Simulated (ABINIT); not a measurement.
# Dielectric function and optical constants of La2O3

Wanted: where La2O3 starts to absorb, how strongly, and its refractive index.

Calculated with ABINIT 10.8.3; DFT, PBE, plane waves with norm-conserving potentials (PseudoDojo), scalar-relativistic, independent-particle linear optical response without local fields.

## 1. The structure

It takes space group P-3m1 (No. 164, trigonal). The conventional cell has a = 3.931 Å, b = 3.931 Å, c = 6.112 Å, α = 90.00°, β = 90.00°, γ = 120.00°. Nearest to La lie 7 O at 2.36 to 2.72 Å. O has 6 La at 2.72 Å nearest. Nearest to O lie 4 La at 2.36 to 2.44 Å. Farther neighbours and most contacts between anions are not listed.

## 2. Ground state, bands and velocity matrix elements

First the ground state: is it a metal or has it a gap?

This step: DFT, PBE, plane waves with norm-conserving potentials (PseudoDojo), scalar-relativistic, ground state, bands at fixed density and velocity matrix elements (ABINIT 10.8.3).

run.abi reads:

```
# ground state, bands on a dense mesh, and the derivatives d/dk of the wave functions
ndtset 3

ngkpt1 7 7 4
shiftk1 0.0 0.0 0.0
tolvrs1 1.0d-12
nband1 24
prtden1 1

iscf2 -2
getden2 1
ngkpt2 9 9 5
shiftk2 0.0 0.0 0.0
kptopt2 1
nband2 56
nbdbuf2 4
tolwfr2 1.0d-14

optdriver3 8
wfk_task3 "wfk_ddk"
prtevk3 1
getwfk3 2
getden3 1
iscf3 -2
ngkpt3 9 9 5
shiftk3 0.0 0.0 0.0
kptopt3 1
nband3 56

nshiftk 1
occopt 3
tsmear 0.001837
ecut 45.0
nstep 80
iomode 3
chksymbreak 0
chkprim 0
chksymtnons 0
acell 3*1.0 Angstrom
rprim
  3.930777878010 0.000000000000 0.000000000000
  -1.965388939005 3.404153498991 0.000000000000
  0.000000000000 0.000000000000 6.111953520000
natom 5
ntypat 2
znucl 57 8
typat 1 1 2 2 2
xred
  0.333333333333 0.666666666667 0.246235680000
  0.666666666667 0.333333333333 0.753764320000
  0.000000000000 0.000000000000 0.000000000000
  0.333333333333 0.666666666667 0.645890650000
  0.666666666667 0.333333333333 0.354109350000
pseudos "La.upf, O.upf"
```

On the command line:

```console
$ mpirun -n 4 abinit run.abi
```

Numbers of over 12 decimals in the logs are rounded to 6 here.

The program printed:

```text
DATASET    1 : space group P-3 m 1 (#164); Bravais hP (primitive hexag.)
 DATASET    2 : space group P-3 m 1 (#164); Bravais hP (primitive hexag.)
 DATASET    3 : space group P-3 m 1 (#164); Bravais hP (primitive hexag.)
            ngfft          48      48      72
                         0.03061    0.03061    0.01020    0.03061    0.03061    0.03061
                         0.03061    0.03061    0.03061    0.06122    0.06122    0.06122
                         0.06122    0.06122    0.00510    0.03061    0.03061    0.03061
                         0.03061    0.06122    0.03061    0.03061
                         0.02963    0.02963    0.01481    0.01481    0.02963    0.00494
                         0.00494    0.01481    0.01481    0.01481    0.01481    0.01481
                         0.01481    0.01481    0.01481    0.02963    0.02963    0.02963
                         0.02963    0.02963    0.02963    0.02963    0.02963    0.02963
                         0.00988    0.00494    0.01481    0.01481    0.01481    0.01481
                         0.01481    0.01481    0.01481    0.01481    0.02963    0.02963
                         0.02963    0.02963    0.02963    0.02963    0.02963    0.02963
                         0.02963    0.02963    0.01481    0.01481    0.02963    0.00494
                         0.00494    0.01481    0.01481    0.01481    0.01481    0.01481
                         0.01481    0.01481    0.01481    0.02963    0.02963    0.02963
                         0.02963    0.02963    0.02963    0.02963    0.02963    0.02963
                         0.00988    0.00494    0.01481    0.01481    0.01481    0.01481
                         0.01481    0.01481    0.01481    0.01481    0.02963    0.02963
[...]
== DATASET  1 ==================================================================
 Real(R)+Recip(G) space primitive vectors, cartesian coordinates (Bohr,Bohr^-1):
 R(1)=  7.4280937  0.0000000  0.0000000  G(1)=  0.1346240  0.0777252  0.0000000
 R(2)= -3.7140468  6.4329178  0.0000000  G(2)=  0.0000000  0.1554505  0.0000000
 R(3)=  0.0000000  0.0000000 11.5499182  G(3)=  0.0000000  0.0000000  0.0865807
 Unit cell volume ucvol=  5.5190494E+02 bohr^3
 Angles (23,13,12)=  9.00000000E+01  9.00000000E+01  1.20000000E+02 degrees
 getcut: wavevector=  0.0000  0.0000  0.0000  ngfft=  48  48  72
     iter   Etot(hartree)      deltaE(h)  residm     vres2
 ETOT  1  -119.63135790463    -1.196E+02 1.463E-01 2.629E+03
 ETOT  2  -119.00316781449     6.282E-01 6.966E-02 5.958E+03
 ETOT  3  -120.19306429322    -1.190E+00 1.171E-02 2.171E+01
 ETOT  4  -120.20695971904    -1.390E-02 1.598E-02 2.857E+01
 ETOT  5  -120.20876283647    -1.803E-03 8.040E-03 1.911E+01
 ETOT  6  -120.21054999351    -1.787E-03 7.507E-03 1.036E+01
 ETOT  7  -120.21134441417    -7.944E-04 5.157E-03 4.268E+00
 ETOT  8  -120.21192239937    -5.780E-04 3.766E-03 2.627E-01
 ETOT  9  -120.21196642814    -4.403E-05 2.787E-03 1.442E-02
 ETOT 10  -120.21197205184    -5.624E-06 2.487E-03 1.598E-02
[... 16 further cycles ...]
 ETOT 27  -120.21197511262     2.743E-12 4.375E-04 1.645E-09
 ETOT 28  -120.21197511262    -5.542E-13 3.727E-04 3.230E-09
 ETOT 29  -120.21197511261     2.629E-12 4.475E-04 2.284E-09
 ETOT 30  -120.21197511262    -4.150E-12 3.710E-04 1.249E-09
 ETOT 31  -120.21197511262     1.606E-12 4.460E-04 4.774E-10
 ETOT 32  -120.21197511262     1.648E-12 3.601E-04 4.084E-10
 ETOT 33  -120.21197511261     1.762E-12 4.329E-04 2.596E-11
 ETOT 34  -120.21197511262    -2.686E-12 3.410E-04 9.323E-12
 ETOT 35  -120.21197511262     7.390E-13 4.096E-04 1.199E-12
 ETOT 36  -120.21197511262    -2.615E-12 3.155E-04 7.245E-13
 At SCF step   36       vres2   =  7.24E-13 < tolvrs=  1.00E-12 =>converged.
 Cartesian components of stress tensor (hartree/bohr^3)
  sigma(1 1)= -4.35973645E-05  sigma(3 2)=  0.00000000E+00
  sigma(2 2)= -4.35973645E-05  sigma(3 1)=  0.00000000E+00
  sigma(3 3)= -5.57177728E-05  sigma(2 1)=  0.00000000E+00
 Mean square residual over all n,k,spin=   31.751E-07; max=  31.553E-05
 Fermi (or HOMO) energy (hartree) =   0.29890   Average Vxc (hartree)=  -0.39552
 Eigenvalues (hartree) for nkpt=  28  k points:
 kpt#   1, nband= 24, wtk=  0.00510, kpt=  0.0000  0.0000  0.0000 (reduced coord)
  -0.87498   -0.86605   -0.40038   -0.35388   -0.33774   -0.26743   -0.26743   -0.25887
  -0.25887   -0.25498   -0.22702    0.13351    0.13351    0.14015    0.14015    0.14452
   0.16012    0.20687    0.20687    0.21645    0.37893    0.38925    0.38925    0.41071
   2.00000    2.00000    2.00000    2.00000    2.00000    2.00000    2.00000    2.00000
   2.00000    2.00000    2.00000    2.00000    2.00000    2.00000    2.00000    2.00000
   2.00000    2.00000    2.00000    2.00000    0.00000    0.00000    0.00000    0.00000
kinetic             :  5.05376239550815E+01
hartree             :  1.95203474904682E+01
xc                  : -2.94809042224772E+01
Ewald energy        : -9.79164538557400E+01
psp_core            :  5.67182290692993E+00
local_psp           : -6.81223480589588E+01
non_local_psp       : -4.22063327921722E-01
internal            : -1.20211975112618E+02
'-kT*entropy'       :  3.13238223906848E-15
total_energy        : -1.20211975112618E+02
total_energy_eV     : -3.27113448618171E+03
 Cartesian components of stress tensor (hartree/bohr^3)
  sigma(1 1)= -4.35973645E-05  sigma(3 2)=  0.00000000E+00
  sigma(2 2)= -4.35973645E-05  sigma(3 1)=  0.00000000E+00
  sigma(3 3)= -5.57177728E-05  sigma(2 1)=  0.00000000E+00
-Cartesian components of stress tensor (GPa)         [Pressure=  1.4015E+00 GPa]
== DATASET  2 ==================================================================
 Real(R)+Recip(G) space primitive vectors, cartesian coordinates (Bohr,Bohr^-1):
 R(1)=  7.4280937  0.0000000  0.0000000  G(1)=  0.1346240  0.0777252  0.0000000
 R(2)= -3.7140468  6.4329178  0.0000000  G(2)=  0.0000000  0.1554505  0.0000000
 R(3)=  0.0000000  0.0000000 11.5499182  G(3)=  0.0000000  0.0000000  0.0865807
 Unit cell volume ucvol=  5.5190494E+02 bohr^3
 Angles (23,13,12)=  9.00000000E+01  9.00000000E+01  1.20000000E+02 degrees
 getcut: wavevector=  0.0000  0.0000  0.0000  ngfft=  48  48  72
 Mean square residual over all n,k,spin=   55.792E-16; max=  99.988E-16
 Eigenvalues (hartree) for nkpt=  50  k points:
 kpt#   1, nband= 56, wtk=  0.00247, kpt=  0.0000  0.0000  0.0000 (reduced coord)
  -0.87498   -0.86605   -0.40038   -0.35388   -0.33774   -0.26743   -0.26743   -0.25887
  -0.25887   -0.25498   -0.22702    0.13351    0.13351    0.14015    0.14015    0.14452
   0.16012    0.20687    0.20687    0.21645    0.37893    0.38925    0.38925    0.41055
   0.41703    0.41706    0.41706    0.42496    0.42543    0.42624    0.42624    0.42655
   0.42989    0.42989    0.43037    0.43583    0.43583    0.48043    0.48471    0.50461
   0.50461    0.58459    0.58459    0.60046    0.60046    0.64739    0.67483    0.85535
   0.85535    0.85542    0.87985    0.87985    0.97256    1.01448    1.01448    1.03266
== DATASET  3 ==================================================================
            ngfft          48      48      72
[...]
0.03061    0.06122    0.03061    0.03061
[...]
0.02963    0.02963    0.02963    0.02963    0.02963    0.02963
                         0.02963    0.02963    0.01481    0.01481    0.02963    0.00494
                         0.00494    0.01481    0.01481    0.01481    0.01481    0.01481
                         0.01481    0.01481    0.01481    0.02963    0.02963    0.02963
                         0.02963    0.02963    0.02963    0.02963    0.02963    0.02963
                         0.00988    0.00494    0.01481    0.01481    0.01481    0.01481
                         0.01481    0.01481    0.01481    0.01481    0.02963    0.02963
                         0.02963    0.02963    0.02963    0.02963    0.02963    0.02963
[shortened to cell, iterations, levels, energies and stress; the echo of variables, forces, comments, warnings and credits are left out]
```

The job ended after 5.5 min (4 MPI ranks of Arm Neoverse V2, shared host; peak memory 0.2 GiB).

Read-outs, printed or worked out from the files:

* total energy: -120.2 Ha
* gap on the k-mesh: 3.919 eV
* direct gap on the mesh: 3.984 eV

There is a gap, 3.92 eV on this mesh (points off the mesh can give less), so no carriers' term is needed.

## 3. Optical response

The spectrum is a sum over vertical transitions between filled and empty bands at the fixed density, so many empty bands are needed.

This step: DFT, PBE, plane waves with norm-conserving potentials (PseudoDojo), scalar-relativistic, independent-particle linear optical response without local fields (ABINIT 10.8.3).

optic.abi reads:

```
&FILES
 ddkfile_1 = 'runo_DS3_1_EVK.nc',
 ddkfile_2 = 'runo_DS3_2_EVK.nc',
 ddkfile_3 = 'runo_DS3_3_EVK.nc',
 wfkfile = 'runo_DS2_WFK.nc'
/
&PARAMETERS
 broadening = 0.001837,
 domega = 0.0020212,
 maxomega = 0.80849,
 scissor = 0.0,
 tolerance = 0.002,
 nband_sum = 52
/
&COMPUTATIONS
 num_lin_comp = 2,
 lin_comp = 11, 33,
 num_nonlin_comp = 0,
 num_linel_comp = 0,
 num_nonlin2_comp = 0
/
```

On the command line:

```console
$ optic optic.abi
```

The program printed:

```text

 OPTIC has originally been developed by
 S. Sharma, J. K. Dewhurst and C. Ambrosch-Draxl, Phys. Rev. B 67, 165332 (2003), and
 S. Sharma and C. Ambrosch-Draxl, Physica Scripta T 109 (2004).

 rprimd(bohr)      =   7.42809   0.00000   0.00000
                      -3.71405   6.43292   0.00000
                       0.00000   0.00000  11.54992
 natom             =       5
 nkpt,mband        =      50      56
 ecut              =  45.00000 Ha
 newocc: new Fermi energy is       0.299717 , with nelect=     40.000000, Number of bisection calls: 5
 Fermi level: 8.1557  (eV)

 fermie            =   0.29972 Ha   8.15571 eV
 Scissor shift     =   0.00000 Ha
 Tolerance on closeness to singularities     =   0.00200 Ha
 Smearing factor      =   0.00184 Ha
 Will use the antiresonant approximation (meaning that the antiresonant terms are neglected)
 Will not perform the bands decomposition
 linear coeffs to be calculated :
 11 33
 non-linear coeffs to be calculated :

 electronic part of electro-optic coeffs to be calculated :

 non-linear coeffs (V2) to be calculated :

 linear optic matrix elements will be printed :0
 optic : Call pmat2cart
 No scissor shift to be applied. Returning to main optic routine.
 optic : Call linopt
  linopt            1           1
 calculated the component:           1           1   of dielectric function
  with broadening:         (0.000000,1.83700000000000009E-003)
 and scissors shift:   0.000000
 energy window:   50.100669      eV   1.841166      Ha
  linopt            3           3
 calculated the component:           3           3   of dielectric function
  with broadening:         (0.000000,1.83700000000000009E-003)
 and scissors shift:   0.000000
 energy window:   50.100669      eV   1.841166      Ha
 optic : Call nlinopt
 optic : Call linelop
 optic : Call nonlinopt

================================================================================

 Calculation completed.
-
program: optic
version: 10.8.3
start_datetime:
end_datetime:
overall_cpu_time:           0.5
overall_wall_time:           0.5
mpi_procs: 1
omp_threads: 1
...
```

It took 1 s on 1 thread; peak memory 0.06 GiB.

Read-outs, printed or worked out from the files:

- electronic dielectric constant ε∞, mean over x, y and z (by symmetry where fewer were run): 4.743
- centre of weight of the strongest loss peak in the window: 13.15 eV

The Im ε has structure finer than the step of the table below, so its rows give means over 0.5 eV, whole bins alone (the curve runs from 0.0550 to 17.0 eV). Peaks (eV: height): E ∥ x 5.00: 4.64, 6.43: 6.71, 7.20: 8.15, 8.14: 5.45, 8.74: 5.75, 9.84: 8.60; E ∥ z 5.99: 7.92, 6.54: 6.61, 7.48: 7.30, 9.13: 6.67, 9.84: 7.02, 16.22: 2.22.

Sum at mesh points, not converged in k; values under the direct gap are tails of Lorentzian lines. The Im ε by photon energy; means over each step:

```csv
photon energy (eV),E ∥ x,E ∥ z
0.5,0.00356,0.00356
1.0,0.00742,0.00743
1.5,0.0120,0.0120
2.0,0.0179,0.0179
2.5,0.0263,0.0264
3.0,0.0401,0.0405
3.5,0.0696,0.0709
4.0,0.304,0.335
4.5,2.01,2.02
5.0,3.91,3.33
5.5,4.75,6.19
6.0,5.86,6.39
6.5,5.94,5.86
7.0,5.84,5.22
7.5,6.11,6.45
8.0,5.02,4.37
8.5,4.66,4.43
9.0,5.34,5.91
9.5,6.63,5.94
10.0,7.05,5.46
10.5,3.75,2.20
11.0,2.32,1.49
11.5,1.85,1.06
12.0,1.19,0.707
12.5,0.874,0.550
13.0,0.594,0.327
13.5,0.568,0.371
14.0,0.648,0.563
14.5,0.841,0.607
15.0,0.859,0.870
15.5,1.20,1.27
16.0,1.18,1.78
16.5,1.03,1.66
```

The reflectivity at normal incidence has structure finer than the step of the table below, so its rows give means over 0.5 eV, whole bins alone (the curve runs from 0.0550 to 17.0 eV). Peaks (eV: height): E ∥ x 7.20: 32.9, 10.61: 52.8, 11.71: 47.5; E ∥ z 5.99: 32.0, 7.53: 32.8, 10.34: 57.0, 11.66: 41.3, 12.59: 24.7, 16.22: 11.9.

Sum at mesh points, not converged in k. Table of reflectivity at normal incidence by photon energy; means over each step:

| photon energy (eV) | E ∥ x (%) | E ∥ z (%) |
| --- | --- | --- |
| 0.5 | 13.9 | 13.6 |
| 1.0 | 14.1 | 13.8 |
| 1.5 | 14.4 | 14.1 |
| 2.0 | 14.9 | 14.6 |
| 2.5 | 15.6 | 15.3 |
| 3.0 | 16.6 | 16.3 |
| 3.5 | 18.1 | 17.9 |
| 4.0 | 21.1 | 21.0 |
| 4.5 | 24.0 | 23.2 |
| 5.0 | 25.2 | 26.0 |
| 5.5 | 26.1 | 29.1 |
| 6.0 | 27.2 | 28.1 |
| 6.5 | 26.7 | 26.6 |
| 7.0 | 26.4 | 24.5 |
| 7.5 | 28.5 | 30.2 |
| 8.0 | 25.2 | 24.5 |
| 8.5 | 23.1 | 22.1 |
| 9.0 | 26.2 | 28.7 |
| 9.5 | 30.9 | 33.2 |
| 10.0 | 44.4 | 46.9 |
| 10.5 | 49.4 | 52.9 |
| 11.0 | 46.4 | 45.4 |
| 11.5 | 41.6 | 39.4 |
| 12.0 | 42.6 | 29.9 |
| 12.5 | 36.0 | 19.3 |
| 13.0 | 23.9 | 4.16 |
| 13.5 | 7.91 | 0.949 |
| 14.0 | 3.48 | 2.08 |
| 14.5 | 3.97 | 2.55 |
| 15.0 | 3.59 | 4.25 |
| 15.5 | 5.73 | 6.88 |
| 16.0 | 5.72 | 9.33 |
| 16.5 | 4.53 | 8.49 |

The loss function −Im 1/ε at q → 0 has structure finer than the step of the table below, so its rows give means over 0.5 eV, whole bins alone (the curve runs from 0.0550 to 17.0 eV). Peaks (eV: height): E ∥ x 13.09: 1.97; E ∥ z 12.65: 2.70.

Sum at mesh points, not converged in k; values under the direct gap are tails of Lorentzian lines. The loss function −Im 1/ε at q → 0 by energy loss; means over each step:

| energy loss (eV) | E ∥ x | E ∥ z |
| --- | --- | --- |
| 0.5 | 1.5e-4 | 1.6e-4 |
| 1.0 | 3.2e-4 | 3.3e-4 |
| 1.5 | 4.9e-4 | 5.1e-4 |
| 2.0 | 6.9e-4 | 7.1e-4 |
| 2.5 | 9.3e-4 | 9.6e-4 |
| 3.0 | 0.00126 | 0.00131 |
| 3.5 | 0.00182 | 0.00189 |
| 4.0 | 0.00516 | 0.00578 |
| 4.5 | 0.0285 | 0.0319 |
| 5.0 | 0.0556 | 0.0394 |
| 5.5 | 0.0658 | 0.0700 |
| 6.0 | 0.0866 | 0.105 |
| 6.5 | 0.116 | 0.124 |
| 7.0 | 0.112 | 0.135 |
| 7.5 | 0.146 | 0.138 |
| 8.0 | 0.175 | 0.215 |
| 8.5 | 0.173 | 0.177 |
| 9.0 | 0.165 | 0.154 |
| 9.5 | 0.139 | 0.169 |
| 10.0 | 0.126 | 0.143 |
| 10.5 | 0.171 | 0.216 |
| 11.0 | 0.257 | 0.365 |
| 11.5 | 0.348 | 0.596 |
| 12.0 | 0.485 | 1.18 |
| 12.5 | 0.810 | 1.83 |
| 13.0 | 1.55 | 0.960 |
| 13.5 | 1.25 | 0.351 |
| 14.0 | 0.659 | 0.259 |
| 14.5 | 0.554 | 0.223 |
| 15.0 | 0.456 | 0.217 |
| 15.5 | 0.391 | 0.203 |
| 16.0 | 0.446 | 0.248 |
| 16.5 | 0.393 | 0.323 |

Optical constants at common wavelengths, from n + ik = √ε:

```csv
wavelength (nm),n x,k x,R (%) x,1/α x,n z,k z,R (%) z,1/α z
1550,2.19,0.001,14.0,93 µm,2.18,0.001,13.7,92 µm
1064,2.21,0.002,14.2,42 µm,2.19,0.002,13.9,42 µm
800,2.22,0.003,14.4,23 µm,2.21,0.003,14.2,23 µm
633,2.25,0.004,14.8,13 µm,2.23,0.004,14.6,13 µm
405,2.38,0.009,16.7,3.7 µm,2.37,0.009,16.5,3.6 µm
248,2.79,0.830,25.9,24 nm,2.97,0.577,26.2,34 nm
193,2.47,1.344,28.6,11 nm,2.39,1.213,26.3,13 nm
```

Below the direct gap, k and the depth come from the tails of the Lorentzian lines, not from transitions.

Rows near the edge hang on the gap, which this functional as a rule makes too small, and phonon-assisted absorption is left out.

## 4. Results

```json
{
 "electronic dielectric constant ε∞, mean over x, y and z (by symmetry where fewer were run) (independent particles)": "4.74",
 "centre of weight of the strongest loss peak in the window, first axis": "13.2 eV"
}
```

What this shows: At this level (PBE, independent particles) La2O3 has a mean ε∞ = 4.74 and n = 2.19 at 1550 nm (E ∥ x). On the mesh the gap is 3.92 eV and the least direct gap 3.98 eV, so on this mesh the band edges lie at different points. The static values by axis are 4.77 (x), 4.69 (z). Excitons and phonon-assisted transitions are missing, and so are local fields; PBE gaps are as a rule too small, which pulls the onset down and ε∞ up. Spin-orbit coupling is left out although heavy atoms are present. The curves end at 17 eV, about where the summed bands run out. The sum runs over mesh points 0.21 Å⁻¹ apart with no interpolation, so peaks are partly noise of the mesh and static values carry its error. Besides steps told in other documents, this task had 1 run with a known fault of program or setting; those not told in a step above aren't shown.

[Logs are printed without paths, hosts, clocks, repeated set-up lines and the standing remarks that a program may print on its own settings, such as how far it seeks lower states.]

[Hosts, paths, dates, database ids (printed as entryN), source tags and the programs' standing remarks are cut or masked in the printed files.]
